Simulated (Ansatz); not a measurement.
# Sn wire along [110], 23 atoms a period, H-terminated: bands by functional, part 2 of 2

What gap, if any, does the Sn wire along [110], 23 atoms a period, H-terminated have, and how does it change with the functional?

Ansatz 0.2.0; DFT PBE, plane waves, PAW; relaxation of a wire's period; PAW set soft_1 (the session's first sound run).

So far. Step 2 (The relaxed wire): The cell's length comes to 4.734 Å with spin left out.

## (3) The wire at its relaxed period

This step: DFT PBE, plane waves, PAW; bands of a perfect wire; PAW set soft_1 (Ansatz 0.2.0).

At the relaxed period the bands are computed along the axis; those that cross an energy going forward count the channels that a perfect wire would open there.

Contents of input.yaml:

```yaml
crystal:
  lattice:
    - [22.121, 0.0, 0.0]
    - [0.0, 23.765, 0.0]
    - [0.0, 0.0, 4.7335034335]
  atoms:
    - { symbol: H, position: [0.156468049, 0.558365401, 0.0] }
    - { symbol: Sn, position: [0.203610833, 0.499989866, 0.0] }
    - { symbol: Sn, position: [0.425028892, 0.598450831, 0.0] }
    - { symbol: Sn, position: [0.423503316, 0.794013149, 0.0] }
    - { symbol: H, position: [0.469098161, 0.853748383, 0.0] }
    - { symbol: Sn, position: [0.499538446, 0.696975451, 0.0] }
    - { symbol: Sn, position: [0.500212225, 0.499989866, 0.0] }
    - { symbol: Sn, position: [0.722721011, 0.596711037, 0.0] }
    - { symbol: H, position: [0.767878536, 0.656853591, 0.0] }
    - { symbol: Sn, position: [0.798014096, 0.499989866, 0.0] }
    - { symbol: H, position: [0.23092803, 0.302759635, 0.206711112] }
    - { symbol: H, position: [0.23092803, 0.697220096, 0.206711112] }
    - { symbol: H, position: [0.844599808, 0.499989866, 0.29410265] }
    - { symbol: Sn, position: [0.277696975, 0.302756514, 0.5] }
    - { symbol: Sn, position: [0.277696975, 0.697223218, 0.5] }
    - { symbol: Sn, position: [0.275954864, 0.499989866, 0.5] }
    - { symbol: H, position: [0.305905485, 0.14570844, 0.5] }
    - { symbol: H, position: [0.305905485, 0.854271291, 0.5] }
    - { symbol: Sn, position: [0.351619834, 0.205424467, 0.5] }
    - { symbol: Sn, position: [0.350720633, 0.401685335, 0.5] }
    - { symbol: Sn, position: [0.350720633, 0.598294396, 0.5] }
    - { symbol: Sn, position: [0.351619834, 0.794555265, 0.5] }
    - { symbol: Sn, position: [0.5727395, 0.30496641, 0.5] }
    - { symbol: Sn, position: [0.5727395, 0.695013321, 0.5] }
    - { symbol: Sn, position: [0.574725442, 0.499989866, 0.5] }
    - { symbol: H, position: [0.618352932, 0.245039116, 0.5] }
    - { symbol: H, position: [0.618352932, 0.754940615, 0.5] }
    - { symbol: Sn, position: [0.649499365, 0.401651019, 0.5] }
    - { symbol: Sn, position: [0.649499365, 0.598328713, 0.5] }
    - { symbol: H, position: [0.844599808, 0.499989866, 0.70589735] }
    - { symbol: H, position: [0.23092803, 0.302759635, 0.793288888] }
    - { symbol: H, position: [0.23092803, 0.697220096, 0.793288888] }
    - { symbol: H, position: [0.156468049, 0.441614331, 0.0] }
    - { symbol: Sn, position: [0.423503316, 0.205966582, 0.0] }
    - { symbol: Sn, position: [0.425028892, 0.4015289, 0.0] }
    - { symbol: H, position: [0.469098161, 0.146231348, 0.0] }
    - { symbol: Sn, position: [0.499538446, 0.30300428, 0.0] }
    - { symbol: Sn, position: [0.722721011, 0.403268694, 0.0] }
    - { symbol: H, position: [0.767878536, 0.34312614, 0.0] }
kpoints:
  mp_grid: { grid: [1, 1, 17] }
  band_path: { path: ["Γ", Z], npoints: 90 }
scf:
  occupations: { method: fermi_dirac, width: 0.05 }
hamiltonian:
  xc: pbe
  pseudopotentials: { kind: paw, azcp: { folder: soft_1 } }
output:
  dos: { e_range: [-5, 4] }
  write_potential: true
  write_density: true
  volumetric_format: npy
```

Started as:

```sh
$ ansatz run input.yaml --threads 4 --pin off --max-ram 16384MiB --backend cpu --events-out ev --progress --plain --runs-dir out
```

Numbers of over 12 decimals in the logs are rounded to 6 here.

Output:

```text
[...]
Crystal: 39 atoms, lattice volume = 2488.429 Å³
Basis set: ecut = 420 eV, 48525 PW (Γ)
Bands: 208, of which v1, the nominal top of the filled ones, is band 169 counted from 1 (168 counted from 0)
Symmetry: 4 space group operations
[...]
k-points: 9 of 17
[...]
SCF iter   1: F=—  HF=-138810.214901 eV  |F-HF|=—  |Δ(HF+E_count)|=         —  Δρ=2.57e-2  dr2=1.75e1  ethr=3.10e-3  ⟨swp⟩=6.8  Hψ=8482  notcnv=0  defer=79
[...]
SCF iter  12: F=-138805.512278 eV  HF=-138805.512278 eV  |F-HF|=1.12e-7  |Δ(HF+E_count)|=   1.91e-6  Δρ=1.35e-6  dr2=9.28e-8  ethr=2.96e-11  ⟨swp⟩=14.0  Hψ=9340  notcnv=0
SCF 1 converged in 12 iterations: F = -138805.512278 eV  dr2 = 9.28e-8
[...]
NSCF: frozen V_eff on 91 k-points
WARN: pass on a band path, mesh or list of k-points: the 91 k-points are solved 24 at a time at the most, because the 14.40 GiB of host memory that the pass is priced against does not hold them all with the solver's workspace as planned. The pass can take longer, above all where fewer k-points are solved at a time than the run has threads. As a rule a larger memory budget leaves room for more at once. The budget is what a run with no `--max-ram-frac` typed is planned for, 0.8 of the host's memory or its container's limit. More memory there lifts it, and so does a share over 0.88 that is typed (of such a share the budget is ten elevenths): [rest of the remark cut]
WARN: The output density's exchange-correlation potential varies sharply where the density is thin. Do not read a vacuum level from v_tot or v_xc, or from such a field of the output density. On a cell that repeats whose density bears no net charge and no dipole along the vacuum's axis use v_es (v_loc + v_h of the components); under efield.dipole_correction with no amplitude use v_es + v_field, which holds any externa [...]
SCF converged after 12 iterations
Free energy (F): -138805.512278 eV
[...]
Internal energy: -138805.512173 eV  (E = F + TS)
E sigma→0 (E₀):  -138805.512225 eV
Entropy (-TS):   -0.000105 eV (-0.003 meV/atom)
Fermi energy:    -0.490038 eV
[...]
--- Band table (eV; the first three rows and the last of 9) ---
  k-point 0: bands = [... 165 lower, -1.4234, -1.3182, -1.0800, -0.8303, -0.1486, 0.0478, 0.0847, 0.1858, ... 35 higher]
  k-point 1: bands = [... 165 lower, -1.4004, -1.2732, -1.2492, -1.1204, 0.1396, 0.2545, 0.2869, 0.4217, ... 35 higher]
  k-point 2: bands = [... 165 lower, -1.4832, -1.4551, -1.3553, -1.2291, 0.5197, 0.6712, 0.6854, 0.8319, ... 35 higher]
  k-point 8: bands = [... 165 lower, -2.0345, -1.9694, -1.9057, -1.7942, 0.5383, 0.5775, 1.0696, 1.1120, ... 35 higher]
```

It took 21 min on 4 threads of Arm Neoverse V2, shared host; peak memory 13 GiB; 82 min of CPU time.

The column dr2 measures how far the density is from self-consistency, as an energy; F and HF (Harris–Foulkes) agree once it is small.

This step gave:

| Property | Result |
| --- | --- |
| energy at zero smearing | -138805.5122 eV |
| band gap | 0.6817 eV |

The electronic bands at the labelled points (eV, zero at the Fermi level; v1 is the highest filled band, c1 the lowest empty one):

```tsv
point	v4	v3	v2	v1	c1	c2	c3	c4
Γ	-0.93	-0.83	-0.59	-0.34	0.34	0.54	0.57	0.68
halfway	-1.18	-1.17	-1.00	-1.00	1.23	1.32	1.71	1.75
Z	-1.55	-1.49	-1.40	-1.33	1.04	1.04	1.58	1.61
```

The gap is 0.682 eV, with spin left out.

The path shows a direct gap of 0.68 eV (valence top at Γ, conduction bottom at Γ).

## (4) Levels at the same atoms, cutoff 500 eV, k-mesh 1×1×13

This step: DFT r2SCAN, plane waves, PAW; bands of a perfect wire at the PBE geometry; PAW set soft_1 (Ansatz 0.2.0).

The atoms stay at the PBE geometry and the functional changes. r2SCAN also reads the kinetic-energy density; it often gives larger moments and wider gaps than PBE, at a higher cost. Against the first PBE run of this kind, the cutoff is 500 eV against 420 and the mesh along the wire has 13 points against 17.

Edit input.yaml of step 3 so:

```diff
@@ -46,3 +46,3 @@
 kpoints:
-  mp_grid: { grid: [1, 1, 17] }
+  mp_grid: { grid: [1, 1, 13] }
   band_path: { path: ["Γ", Z], npoints: 90 }
@@ -51,8 +51,3 @@
 hamiltonian:
-  xc: pbe
+  xc: r2scan
   pseudopotentials: { kind: paw, azcp: { folder: soft_1 } }
-output:
-  dos: { e_range: [-5, 4] }
-  write_potential: true
-  write_density: true
-  volumetric_format: npy
```

Output:

```text
[...]
Crystal: 39 atoms, lattice volume = 2488.429 Å³
Basis set: ecut = 500 eV, 63255 PW (Γ), exchange–correlation on 648×720×144 points (64 copies of the dense FFT grid, shifted against one another)
Bands: 208, of which v1, the nominal top of the filled ones, is band 169 counted from 1 (168 counted from 0)
Symmetry: 4 space group operations
[...]
k-points: 7 of 13
[...]
SCF iter   1: F=—  HF=-139140.292244 eV  |F-HF|=—  |Δ(HF+E_count)|=         —  Δρ=2.46e-2  dr2=1.57e1  dr2_τ=1.26e-1  ethr=3.10e-3  ⟨swp⟩=6.7  Hψ=5841  notcnv=0  defer=63
[...]
SCF iter  12: F=-139137.837256 eV  HF=-139137.837256 eV  |F-HF|=2.76e-7  |Δ(HF+E_count)|=   1.55e-6  Δρ=1.40e-6  dr2=9.86e-8  dr2_τ=1.22e-9  ethr=2.96e-11  ⟨swp⟩=18.0  Hψ=6565  notcnv=0
SCF 1 converged in 12 iterations: F = -139137.837256 eV  dr2 = 9.86e-8
[...]
SCF converged after 12 iterations
Free energy (F): -139137.837256 eV
[...]
Internal energy: -139137.837245 eV  (E = F + TS)
E sigma→0 (E₀):  -139137.837251 eV
Entropy (-TS):   -0.000011 eV (-0.000 meV/atom)
Fermi energy:    -0.502064 eV
[...]
--- Band table (eV; the first three rows and the last of 7) ---
  k-point 0: bands = [... 165 lower, -1.5961, -1.5005, -1.2491, -0.9832, -0.0169, 0.1264, 0.1629, 0.2710, ... 35 higher]
  k-point 1: bands = [... 165 lower, -1.5964, -1.4837, -1.4169, -1.3884, 0.3881, 0.4574, 0.4847, 0.6433, ... 35 higher]
  k-point 2: bands = [... 165 lower, -1.7493, -1.6796, -1.5699, -1.4308, 0.8024, 1.0181, 1.0268, 1.0664, ... 35 higher]
  k-point 6: bands = [... 165 lower, -2.2539, -2.1772, -2.1253, -1.9887, 0.6316, 0.6885, 1.1189, 1.1768, ... 35 higher]
```

Run time: 32 min. Hardware: 4 threads; peak memory 12 GiB.

This step gave:

| Property | Result |
| --- | --- |
| band gap | 0.9663 eV |

Electronic bands along the path, in eV, zero at the Fermi level; v1 is the highest filled band, c1 the lowest empty one:

```tsv
point	v4	v3	v2	v1	c1	c2	c3	c4
Γ	-1.09	-1.00	-0.75	-0.48	0.49	0.63	0.67	0.77
halfway	-1.37	-1.35	-1.18	-1.17	1.36	1.45	1.78	1.83
Z	-1.75	-1.70	-1.60	-1.52	1.15	1.15	1.65	1.69
```

The gap is 0.966 eV, against 0.682 eV under PBE at the relaxed period.

## (5) Levels at the same atoms

This step: DFT HSE06, plane waves, PAW; levels of a perfect wire at the PBE geometry; PAW set soft_1 (Ansatz 0.2.0).

The atoms stay at the PBE geometry and the functional changes. HSE06 mixes in a quarter of short-range exact exchange, which removes part of the self-interaction that closes gaps; it is dear, so the mesh is thinner and no path is run.

Edit input.yaml of step 4 so:

```diff
@@ -46,4 +46,3 @@
 kpoints:
-  mp_grid: { grid: [1, 1, 13] }
-  band_path: { path: ["Γ", Z], npoints: 90 }
+  mp_grid: { grid: [1, 1, 7] }
 scf:
@@ -51,3 +50,3 @@
 hamiltonian:
-  xc: r2scan
+  xc: hse06
   pseudopotentials: { kind: paw, azcp: { folder: soft_1 } }
```

Output:

```text
Engine: ansatz 0.2.0, aarch64-unknown-linux-gnu
Pseudopotentials: kind: paw
Pseudopotential: H, paw, valence charge 1, recommended cutoff 420 eV (normal), soft_1/H.paw.azcp
Pseudopotential: Sn, paw, valence charge 14, recommended cutoff 420 eV (normal), soft_1/Sn.paw.azcp
Functional definition: HSE06
  parameter a = 0.25
  parameter omega = 0.11/bohr
  exchange = pbe_x - a*pbe_x_sr(omega) + a*exact_x_sr(omega)
  correlation = pbe_c
exact exchange (on PAW files that of the plane waves, all of it where the separable form is declined too) is computed from pair densities and not by density-matrix convolution, because memory is short: the convolution, which is usually faster, keeps the exchange operator as a matrix at each irreducible k-point or, where blocks serve (scf.exx.build), one block of their elements at a time (for builds on a GPU, the tabl [...]
the exact exchange of the augmentation charges is not formed by FFT convolution over the k-point mesh, because memory is short: the convolution needs a memory limit of at least 17.41 GiB (a later check in the same run can ask for more); the limit here is 14.40 GiB. It is formed k-point by k-point (scf.exx.ecutfock_ratio). Converged results can differ within the SCF's convergence thresholds, a real-time propagation's in their last digits. To use the convolution, give the run more memory; to do without it under every limit, set scf.exx.build: pair_densities (it also rules out density-matrix convolution). [rest of the remark cut]
Crystal: 39 atoms, lattice volume = 2488.429 Å³
Basis set: ecut = 420 eV, 48525 PW (Γ)
Bands: 208, of which v1, the nominal top of the filled ones, is band 169 counted from 1 (168 counted from 0)
Symmetry: 4 space group operations
Space group: Pmm2 (ITA 25), of the structure as read, at distance tolerance 1.4e-4 Å
k-points: 4 of 7
Non-local potential: H, projectors of the file, l = 0: 2, l = 1: 1
Non-local potential: Sn, projectors of the file, l = 0: 2, l = 1: 2, l = 2: 2, l = 3: 1
PAW form: soft (Blöchl's): semilocal exchange-correlation on the pseudo side does not see the compensation charge
PAW frozen core: Sn, regenerated for the run's functional, and the local potential with it (the file was generated under x = pbe(κ = 0.804, μ = 0.219515), c = pbe(β = 0.066725))
PAW one-centre angular grid: H, 110 points (default); XC on 64 Gauss nodes
PAW one-centre angular grid: Sn, 590 points (default); XC on 64 Gauss nodes
Initial density: superposition of atomic densities (neutral atoms: chi_scale 0, normalization atom)
Initial wavefunctions: pseudopotential atomic-orbital guess
Functional: x = pbe(κ = 0.804, μ = 0.219515), c = pbe(β = 0.066725), warm-up for x = pbe(κ = 0.804, μ = 0.219515) + 0.25 (exact − pbe) at short range (hse, ω = 0.207870 Å⁻¹), c = pbe(β = 0.066725); HSE06 as pw.x's `hse` composes it (authors' and Libxc's form: `xc: wpbeh`)
[...]
Initial density: handed on by an earlier stage of this run
Initial wavefunctions: those handed on with the density
Functional: x = pbe(κ = 0.804, μ = 0.219515) + 0.25 (exact − pbe) at short range (hse, ω = 0.207870 Å⁻¹), c = pbe(β = 0.066725); HSE06 as pw.x's `hse` composes it (authors' and Libxc's form: `xc: wpbeh`)
Exchange kernel: α = 0.2500, screened, ω = 0.2079 Å⁻¹, Wigner–Seitz truncation, v(0) = 1046.7108 eV·Å³, q-mesh 1×1×7, nearest image of the exchange supercell L = 22.12 Å, pair-density grid 150×160×32, without the augmentation charges, whose exchange is taken in its separable form (the finest that the files' search goes to)
Frozen-core exchange: fock
[...]
preconditioner: auto → none  [insulator: Δε(μ)=1.166 eV  Ē_g=8.494 eV  σ=0.050 eV  W_gap=1.00  n_scr=332 (ndim 8)  ℏωp=7.7 eV  f_vac=0.592  D(μ)=0.00/eV (n_scr^D=0)]
[...]
SCF iter   5: F=—  HF=-138901.370212 eV  |F-HF|=—  |Δ(HF+E_count)|=   8.55e-2  Δρ=3.48e-4  dr2=1.85e-3  ethr=1.19e-7  ⟨swp⟩=8.5  Hψ=3465  notcnv=0  defer=5
SCF iter   6: F=—  HF=-138901.369811 eV  |F-HF|=—  |Δ(HF+E_count)|=   4.00e-4  Δρ=5.48e-5  dr2=2.96e-4  ethr=1.19e-7  ⟨swp⟩=4.8  Hψ=2188  notcnv=0  defer=3
SCF iter   7: F=—  HF=-138901.371452 eV  |F-HF|=—  |Δ(HF+E_count)|=   1.64e-3  Δρ=6.28e-5  dr2=1.03e-4  ethr=2.75e-8  ⟨swp⟩=6.8  Hψ=2764  notcnv=0  defer=6
SCF iter   8: F=-138901.371428 eV  HF=-138901.371431 eV  |F-HF|=2.47e-6  |Δ(HF+E_count)|=   2.19e-5  Δρ=1.82e-5  dr2=1.30e-5  ethr=2.75e-8  ⟨swp⟩=3.5  Hψ=1533  notcnv=0  defer=5
SCF 2 stopped early in 8 iterations: F = -138901.371428 eV  dr2 = 1.30e-5
  greatest PAW one-centre occupation: 0.991 electrons in one spin orbital (limit 2), on the Sn atom at site 1 (counted from 0), in its partial waves of l = 2
hybrid outer 1: dexx = +9.608e-2 eV, tail = 3.64e-4 eV
Exchange kernel: α = 0.2500, screened, ω = 0.2079 Å⁻¹, Wigner–Seitz truncation, v(0) = 1046.7108 eV·Å³, q-mesh 1×1×7, nearest image of the exchange supercell L = 22.12 Å, pair-density grid 150×160×32, without the augmentation charges, whose exchange is taken in its separable form (the finest that the files' search goes to)
Frozen-core exchange: fock
SCF iter   1: F=—  HF=-138901.369067 eV  |F-HF|=—  |Δ(HF+E_count)|=         —  Δρ=1.81e-5  dr2=8.45e-6  ethr=5.38e-7  ⟨swp⟩=16.2  Hψ=2228  notcnv=1
preconditioner: auto → none  [insulator: Δε(μ)=1.234 eV  Ē_g=8.506 eV  σ=0.050 eV  W_gap=1.00  n_scr=332 (ndim 8)  ℏωp=7.7 eV  f_vac=0.593  D(μ)=0.00/eV (n_scr^D=0)]
SCF iter   2: F=—  HF=-138901.369077 eV  |F-HF|=—  |Δ(HF+E_count)|=   9.88e-6  Δρ=8.04e-6  dr2=2.10e-6  ethr=2.23e-9  ⟨swp⟩=6.8  Hψ=2537  notcnv=0  defer=10
SCF iter   3: F=—  HF=-138901.369076 eV  |F-HF|=—  |Δ(HF+E_count)|=   4.32e-7  Δρ=3.39e-6  dr2=2.84e-7  ethr=5.58e-10  ⟨swp⟩=6.0  Hψ=1811  notcnv=0  defer=11
SCF iter   4: F=—  HF=-138901.369076 eV  |F-HF|=—  |Δ(HF+E_count)|=   1.06e-7  Δρ=1.25e-6  dr2=4.10e-7  ethr=7.54e-11  ⟨swp⟩=8.0  Hψ=2302  notcnv=0  defer=9
iter 5 solved again at ethr=7.36e-12 eV; its pass at ethr=7.54e-11 eV (dr2=2.49e-8 eV) is discarded
SCF iter   5: F=-138901.369076 eV  HF=-138901.369076 eV  |F-HF|=1.84e-8  |Δ(HF+E_count)|=   6.06e-8  Δρ=6.25e-7  dr2=5.17e-8  ethr=7.36e-12  ⟨swp⟩=3.8  Hψ=3231  notcnv=0  defer=5
SCF 3 converged in 5 iterations: F = -138901.369076 eV  dr2 = 5.17e-8
```

The job ended after 1.8 h (4 threads; peak memory 10 GiB).

The run was cut off at the time limit after its SCF loop had closed; no result of it is taken.

## (6) Outcome

| Quantity | Value |
| --- | --- |
| cell length, PBE | 4.734 Å |
| gap, PBE | 0.682 eV |
| gap, r2SCAN | 0.966 eV |

Under PBE the cell's length is 4.73 Å, and a gap of 0.68 eV makes it a semiconductor. At the relaxed period the wire is gapped under every functional, from 0.68 eV (PBE) to 0.97 eV (r2SCAN). Weak screening in one dimension makes quasiparticle gaps larger than the semilocal gaps, as a rule.

[Logs are printed without paths, hosts, clocks, repeated set-up lines and the standing remarks that a program may print on its own settings, such as how far it seeks lower states.]

[Hosts, paths, dates, database ids (printed as entryN), source tags and the programs' standing remarks are cut or masked in the printed files.]
